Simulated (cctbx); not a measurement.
## Cr4In: solution and refinement

Cell a = 5.3210 Å, b = 5.3210 Å, c = 5.3210 Å, α = 90.00°, β = 90.00°, γ = 90.00°; space group Im-3m (no. 229); content In2 Cr8.

Simulated single-crystal data (cctbx): Mo Kα, λ = 0.71073 Å, to d = 0.7 Å, 95 % of the full sphere, strongest reflection 20000 counts, noise from counting, a 6 % proportional error and a noise floor of 2 counts (s.d.); no absorption.

1 earlier start (other random phases, and plain and normalised amplitudes in turn) led nowhere (symmetry correlation 0.99).

Charge flipping in P1 on plain amplitudes to 0.7 Å, δ = 1.2 σ, 20 % of the reflections treated as weak, 300 cycles:

```text
cycle      R  skewness
    0  0.441     0.26
   25  0.232     3.65
   50  0.163     4.60
   75  0.165     4.29
  100  0.164     4.43
  125  0.175     4.50
  150  0.172     4.16
  175  0.171     4.33
  200  0.188     4.47
  225  0.169     4.49
  250  0.181     4.24
  275  0.172     4.36
origin shift          correlation  skewness
 0.340  0.413  0.851      0.960      9.74
 0.282  0.379  0.397      0.939      1.18
 0.276  0.889  0.895      0.944      0.82
 0.026  0.140  0.146      0.937      0.89
taken: symmetry correlation 0.960, skewness 9.74
peak      x       y       z  mult  height/sigma
Q1    0.0000  0.0000  0.0000    2     24.0
Q2    0.2500  0.2500  0.2500    8      8.0
Q3    0.0000  0.0000  0.5000    6      3.6
Q4    0.0000  0.2257  0.2257   24      0.8
Q5    0.1333  0.1333  0.3000   48      0.5
Q6    0.0000  0.2500  0.5000   12      0.3
Q7    0.0000  0.0000  0.3002   12      0.1
```

The origin is taken among those within 0.04 of the best correlation, by the skewness of the map.

Run time: 1.7 s on 1 thread of Arm Neoverse N1, on a shared host, peak memory 0.07 GiB.

Q: Assign the peaks.

Heights go roughly as Z and multiplicities must add up to the content. First model: Q1 = In1 (2 in the cell, height 24.0) and Q2 = Cr1 (8 in the cell, height 8.0). Against the true structure, Q1 is In and Q2 is Cr; the other peaks are not atoms.

Least squares on F², isotropic:

```text
Rint 0.051, 36 unique reflections to 0.71 A
cycle     R1     wR2    GooF  max shift (A)
   1  0.1429  0.3093  21.724   0.00000
   2  0.0075  0.0230   1.613   0.00000
final R1 0.0075 wR2 0.0230 GooF 1.613  parameters 2  data/parameter 18.0
atom        x        y        z      Ueq    occ   su(xyz)  su(Uiso or U11)
In1    0.00000  0.00000  0.00000   0.0090  1.000  0.00000  0.0002
Cr1    0.25000  0.25000  0.25000   0.0026  1.000  0.00000  0.0002
difference map: max 0.27 min -0.61 rms 0.10
Q1    0.1490  0.1490  0.1490   16    0.30  0.93 A from Cr1
Q2    0.2500  0.2500  0.2500    8    0.24  0.00 A from Cr1
Q3    0.0000  0.1094  0.1094   24    0.23  0.82 A from In1
Q4    0.0980  0.0980  0.4068   48    0.21  1.42 A from Cr1
Q5    0.0000  0.0000  0.3185   12    0.18  1.69 A from In1
```

Anisotropic refinement:

```text
Rint 0.051, 36 unique reflections to 0.71 A
cycle     R1     wR2    GooF  max shift (A)
   1  0.0085  0.0259   1.844   0.00000
   2  0.0052  0.0130   0.928   0.00000
final R1 0.0052 wR2 0.0130 GooF 0.928  parameters 3  data/parameter 12.0
atom        x        y        z      Ueq    occ   su(xyz)  su(Uiso or U11)
In1    0.00000  0.00000  0.00000   0.0091  1.000  0.00000  0.0001
Cr1    0.25000  0.25000  0.25000   0.0027  1.000  0.00000  0.0001
difference map: max 0.22 min -0.26 rms 0.08
Q1    0.1536  0.1536  0.1536   16    0.25  0.89 A from Cr1
Q2    0.0906  0.0906  0.4077   48    0.19  1.46 A from Cr1
Q3    0.0000  0.0000  0.3093   12    0.17  1.65 A from In1
Q4    0.0000  0.0000  0.5000    6    0.15  2.30 A from Cr1
Q5    0.0000  0.2557  0.2557   24    0.15  1.33 A from Cr1
Q6    0.0000  0.0000  0.1575   12    0.13  0.84 A from In1
```

**Reading.** The refinement ends at R1 = 0.0052, wR2 = 0.0130, GooF = 0.93, with difference density between -0.26 and 0.22 e/Å³. Every site matches the true model in element, within 0.001 Å r.m.s., up to an allowed shift of origin.

True model:

| atom | mult. | x | y | z | Ueq (Å²) |
| --- | --- | --- | --- | --- | --- |
| In1 | 2 | 0 | 0 | 0 | 0.0092 |
| Cr1 | 8 | 1/4 | 1/4 | 1/4 | 0.0029 |

This is a model crystal, built by substitution and not relaxed, with assumed displacement parameters.

[Middle refinement cycles are left out of these outputs.]

[Logs are printed without paths, hosts, clocks, repeated set-up lines and the standing remarks that a program may print on its own settings, such as how far it seeks lower states.]
